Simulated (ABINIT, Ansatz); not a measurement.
# AlH3 (R-3c): G0W0 on several meshes in ABINIT, part 2 of 2

Wanted: mesh dependence and cost of G0W0 for AlH3 (R-3c).

ABINIT 10.8.3; LDA and many-body steps on it, plane waves. Known limits of the many-body steps: not at the basis limit.

So far. Step 4 (4×4×4): The gap on the mesh goes from 1.95 eV to 3.70 eV, a correction of +1.76 eV. Step 5 (Empty states on the mesh, 6×6×6 mesh, 74 bands): On this mesh the gap is 1.945 eV.

### Step 6. Screening, 6×6×6 mesh, 68 bands, screening to 114.3 eV

This step: RPA screening on LDA, plane waves, norm-conserving pseudopotentials.

File run.abi:

```
acell 3*1.0 Angstrom
rprim 
  2.224650000012 1.284402276382 3.934566666693
  -2.224650000012 1.284402276382 3.934566666693
  -0.000000000000 -2.568804552697 3.934566666715
ntypat 2
znucl 13 1
natom 8
typat 1 1 2 2 2 2 2 2
xred 
  0.000000000000 0.000000000000 -0.000000000000
  0.500000000000 0.500000000000 0.500000000000
  0.878000000000 0.622000000000 0.250000000000
  0.250000000000 0.878000000000 0.622000000000
  0.622000000000 0.250000000000 0.878000000000
  0.122000000000 0.378000000000 0.750000000000
  0.750000000000 0.122000000000 0.378000000000
  0.378000000000 0.750000000000 0.122000000000
pp_dirpath "pseudos"
pseudos "Al.upf, H.upf"
ecut 31
ngkpt 6 6 6
nshiftk 1
shiftk 0 0 0
kptopt 1
chksymbreak 0
istwfk *1
occopt 1
irdwfk 1
optdriver 3
nband 68
ecuteps 4.2
inclvkb 2
awtr 1
symchi 1
indata_prefix "in"
outdata_prefix "out"
tmpdata_prefix "tmp"
```

On the command line:

```console
> OMP_NUM_THREADS=1 mpirun -n 4 abinit run.abi > log
```

Numbers of over 12 decimals in the logs are rounded to 6 here.

The program printed:

```text
.Version 10.8.3 of ABINIT. v10.8.2 released Aug 2026.

 Symmetries : space group R-3 c (#167); Bravais hR (rhombohedral)
[... echo of the input left out ...]
== DATASET  1 ==================================================================
-   mpi_nproc: 4, omp_nthreads: 1 (-1 if OMP is not activated)

--- !DatasetInfo
iteration_state: {dtset: 1, }
dimensions: {natom: 8, nkpt: 32, mband: 68, nsppol: 1, nspinor: 1, nspden: 1, mpw: 3775, }
cutoff_energies: {ecut:  31.0, pawecutdg:  -1.0, }
electrons: {nelect:   1.20000000E+01, charge:   0.00000000E+00, occopt:   1.00000000E+00, tsmear:   1.00000000E-02, }

 SCREENING: Calculation of the susceptibility and dielectric matrices

 Based on a program developped by R.W. Godby, V. Olevano, G. Onida, and L. Reining.
 Incorporated in ABINIT by V. Olevano, G.-M. Rignanese, and M. Torrent.
.Using double precision arithmetic ; gwpc =  8

[... cell and pseudopotentials left out ...]
--------------------------------------------------------------------------------

 ==== K-mesh for the wavefunctions ====
 Number of points in the irreducible wedge :    32
[... list of points left out ...]
 Together with 12 symmetry operations and time-reversal symmetry
 yields   216 points in the full Brillouin Zone.

 ==== Q-mesh for the screening function ====
 Number of points in the irreducible wedge :    32
[... list of points left out ...]
 Together with 12 symmetry operations and time-reversal symmetry
 yields   216 points in the full Brillouin Zone.

 setmesh: FFT mesh size selected  =    32x   32x   32
          total number of points  =        32768

 vcoul_init : cutoff-mode = AUXILIARY_FUNCTION
 q-points for optical limit:   1
     1)      0.000010    0.000020    0.000030

- screening: taking advantage of time-reversal symmetry
- Maximum band index for partially occupied states nbvw = 6
- Remaining bands to be divided among processors   nbcw = 62
- Number of bands treated by each node ~15

 Number of electrons calculated from density =   12.0000; Expected =   12.0000
 average of density, n =  0.026362
 r_s =    2.0844
 omega_plasma =   15.6618 [eV]

 calculating chi0 at frequencies [eV] :
  1    0.000000E+00    0.000000E+00
  2    0.000000E+00    1.566183E+01

--------------------------------------------------------------------------------
  q-point number  1        q = ( 0.000000, 0.000000, 0.000000) [r.l.u.]
--------------------------------------------------------------------------------
[... chi0 elements left out ...]
 For q-point:  0.000010 0.000020 0.000030
  dielectric constant =   4.5730
  dielectric constant without local fields =   5.0988

  Average fulfillment of the sum rule on Im[epsilon] for q-point    1 :     78.75  [%]
[... wings left out ...]
  q-point number  2        q = ( 0.166667, 0.000000, 0.000000) [r.l.u.]
--------------------------------------------------------------------------------
[... chi0 elements left out ...]
  Average fulfillment of the sum rule on Im[epsilon] for q-point    2 :     91.84  [%]

 [... 30 further q-points ...]
```

Wall time 5.5 min (4 MPI ranks of Intel Xeon Platinum 8259CL at 2.50GHz (Skylake/Cascade Lake), shared host); peak memory 2 GiB; 22 min of CPU time.

This step gave:

* ε∞ with local fields, on this mesh, along the program's q direction: 4.573
* the same without local fields: 5.099
* plasma frequency: 15.66 eV
* plane waves in the screening matrix: 175

### Step 7. 6×6×6

This step: G0W0 on LDA, plane waves, norm-conserving pseudopotentials.

Edit run.abi of step 6 so:

```diff
@@ -29,8 +29,17 @@
 irdwfk 1
-optdriver 3
+optdriver 4
 nband 68
+gwcalctyp 0
+ecutsigx 31
+symsigma 1
+nkptgw 2
+kptgw 
+  0.5000000000 0.3333333333 0.0000000000
+  0.0000000000 0.0000000000 0.0000000000
+bdgw 
+  5 8
+  5 8
 ecuteps 4.2
-inclvkb 2
-awtr 1
-symchi 1
+irdscr 1
+ppmodel 1
 indata_prefix "in"
```

The program printed:

```text
.Version 10.8.3 of ABINIT. v10.8.2 released Aug 2026.

 Symmetries : space group R-3 c (#167); Bravais hR (rhombohedral)
[... echo of the input left out ...]
== DATASET  1 ==================================================================
-   mpi_nproc: 4, omp_nthreads: 1 (-1 if OMP is not activated)

--- !DatasetInfo
iteration_state: {dtset: 1, }
dimensions: {natom: 8, nkpt: 32, mband: 68, nsppol: 1, nspinor: 1, nspden: 1, mpw: 3775, }
cutoff_energies: {ecut:  31.0, pawecutdg:  -1.0, }
electrons: {nelect:   1.20000000E+01, charge:   0.00000000E+00, occopt:   1.00000000E+00, tsmear:   1.00000000E-02, }

 SIGMA: Calculation of the GW corrections

 Based on a program developped by R.W. Godby, V. Olevano, G. Onida, and L. Reining.
 Incorporated in ABINIT by V. Olevano, G.-M. Rignanese, and M. Torrent.
.Using double precision arithmetic ; gwpc =  8

[... cell and pseudopotentials left out ...]
--------------------------------------------------------------------------------

 ==== K-mesh for the wavefunctions ====
 Number of points in the irreducible wedge :    32
[... list of points left out ...]
 Together with 12 symmetry operations and time-reversal symmetry
 yields   216 points in the full Brillouin Zone.

 ==== Q-mesh for screening function ====
 Number of points in the irreducible wedge :    32
[... list of points left out ...]
 Together with 12 symmetry operations and time-reversal symmetry
 yields   216 points in the full Brillouin Zone.

 vcoul_init : cutoff-mode = AUXILIARY_FUNCTION
 q-points for optical limit:   1
     1)      0.000010    0.000020    0.000030
 setmesh: FFT mesh size selected  =    48x   48x   48
          total number of points  =       110592

 Number of electrons calculated from density =   12.0000; Expected =   12.0000
[...]
number of omega for Sigma on real axis              0
 max omega for Sigma on real axis  [eV]           0.00
 zcut for avoiding poles [eV]                     0.10

 EPSILON^-1 parameters (SCR file):
 dimension of the eps^-1 matrix on file            175
 dimension of the eps^-1 matrix used               175
 number of plane-waves for wavefunctions          3775
 number of bands                                    68
 number of q-points in IBZ                          32
 number of frequencies                               2
 number of real frequencies                          1
 number of imag frequencies                          1

 matrix elements of self-energy operator (all in [eV])

 Perturbative Calculation

--- !SelfEnergy_ee
iteration_state: {dtset: 1, }
kpoint     : [   0.500,    0.333,    0.000, ]
spin       : 1
KS_gap     :    5.405
QP_gap     :    7.200
Delta_QP_KS:    1.795
data: !SigmaeeData |
     Band     E0 <VxcDFT>   SigX SigC(E0)      Z dSigC/dE  Sig(E)    E-E0       E
        5  -1.626 -10.884 -15.041   2.726   0.760  -0.315 -11.972  -1.088  -2.715
        6   0.829 -11.597 -14.986   2.109   0.779  -0.283 -12.595  -0.998  -0.169
        7   6.234  -8.576  -3.922  -3.669   0.809  -0.237  -7.779   0.797   7.031
[...]
--- !SelfEnergy_ee
iteration_state: {dtset: 1, }
kpoint     : [   0.000,    0.000,    0.000, ]
spin       : 1
KS_gap     :    1.995
QP_gap     :    3.790
Delta_QP_KS:    1.795
data: !SigmaeeData |
     Band     E0 <VxcDFT>   SigX SigC(E0)      Z dSigC/dE  Sig(E)    E-E0       E
[...]
7   2.774  -9.615  -5.596  -3.045   0.802  -0.247  -8.833   0.781   3.555
        8   6.452  -8.209  -3.420  -3.740   0.813  -0.229  -7.356   0.853   7.305

== END DATASET(S) ==============================================================
================================================================================

 -outvars: echo values of variables after computation  --------
           etotal      0.0000000000E+00
            nband          68
             nkpt          32
          spgroup         167
 [... the other variables as echoed above ...]

 Calculation completed.
```

Run time: 59 s. Hardware: 4 MPI ranks; peak memory 1.9 GiB.

This step gave:

- G0W0 gap on the points computed: 3.724 eV
- starting gap on the mesh: 1.945 eV
- k of the valence top: 0.5, 0.3333, 0
- k of the conduction bottom: 0, 0, 0
- Z at the valence top: 0.779
- Z at the conduction bottom: 0.802
- least direct G0W0 gap on the computed points: 3.79 eV

Against G0W0 in ABINIT (4×4×4 mesh, 68 bands, screening to 114.3 eV, Godby-Needs plasmon pole), the gap moves by +0.022 eV.

### Step 8. Side by side

Times are wall times on 4 MPI ranks of Intel Xeon Platinum 8259CL at 2.50GHz (Skylake/Cascade Lake), shared host, good to a factor of about two. A run's time includes the screening step that it read.

```tsv
run	mesh	bands	screening cutoff (eV)	DFT gap (eV)	gap on the mesh (eV)	direct (eV)	ε∞ used	time
4×4×4	4×4×4	68	114.3	1.946	3.702	3.786	4.62	52 s
6×6×6	6×6×6	68	114.3	1.945	3.724	3.790	4.57	6.5 min
```

### Step 9. What came out

| Item | Value |
| --- | --- |
| 4×4×4 | 3.702 eV |
| 6×6×6 | 3.724 eV |
| known limits | not at the basis limit |

**Reading.** 6×6×6: +0.022 eV against 4×4×4. Bands and cutoff are finite, so the gap is not at the basis limit. The miss can reach some tenths of an eV and take either sign; the mesh is an error of its own. In the G0W0 runs levels were corrected at 2 k points alone, so a gap called «on the mesh» is the least over those, and an edge elsewhere would be missed.

[Paths, hosts, dates, memory and timing lines, banners, echoed tables and standing remarks are left out of the program output.]

[Logs are printed without paths, hosts, clocks, repeated set-up lines and the standing remarks that a program may print on its own settings, such as how far it seeks lower states.]

[Runs of the session that timed out or met a known fault of the program may be left out.]

[Hosts, paths, dates, database ids (printed as entryN), source tags and the programs' standing remarks are cut or masked in the printed files.]

[G0W0 gaps are taken among the corrected bands and points alone; a level outside them can change the order at an edge.]

[Where Ansatz stands beside ABINIT at settings called matched, ABINIT's density can come from a denser mesh and the files from another edition; pairs whose starting gaps differed by over 0.03 eV were left out, so agreement reads better than it is.]
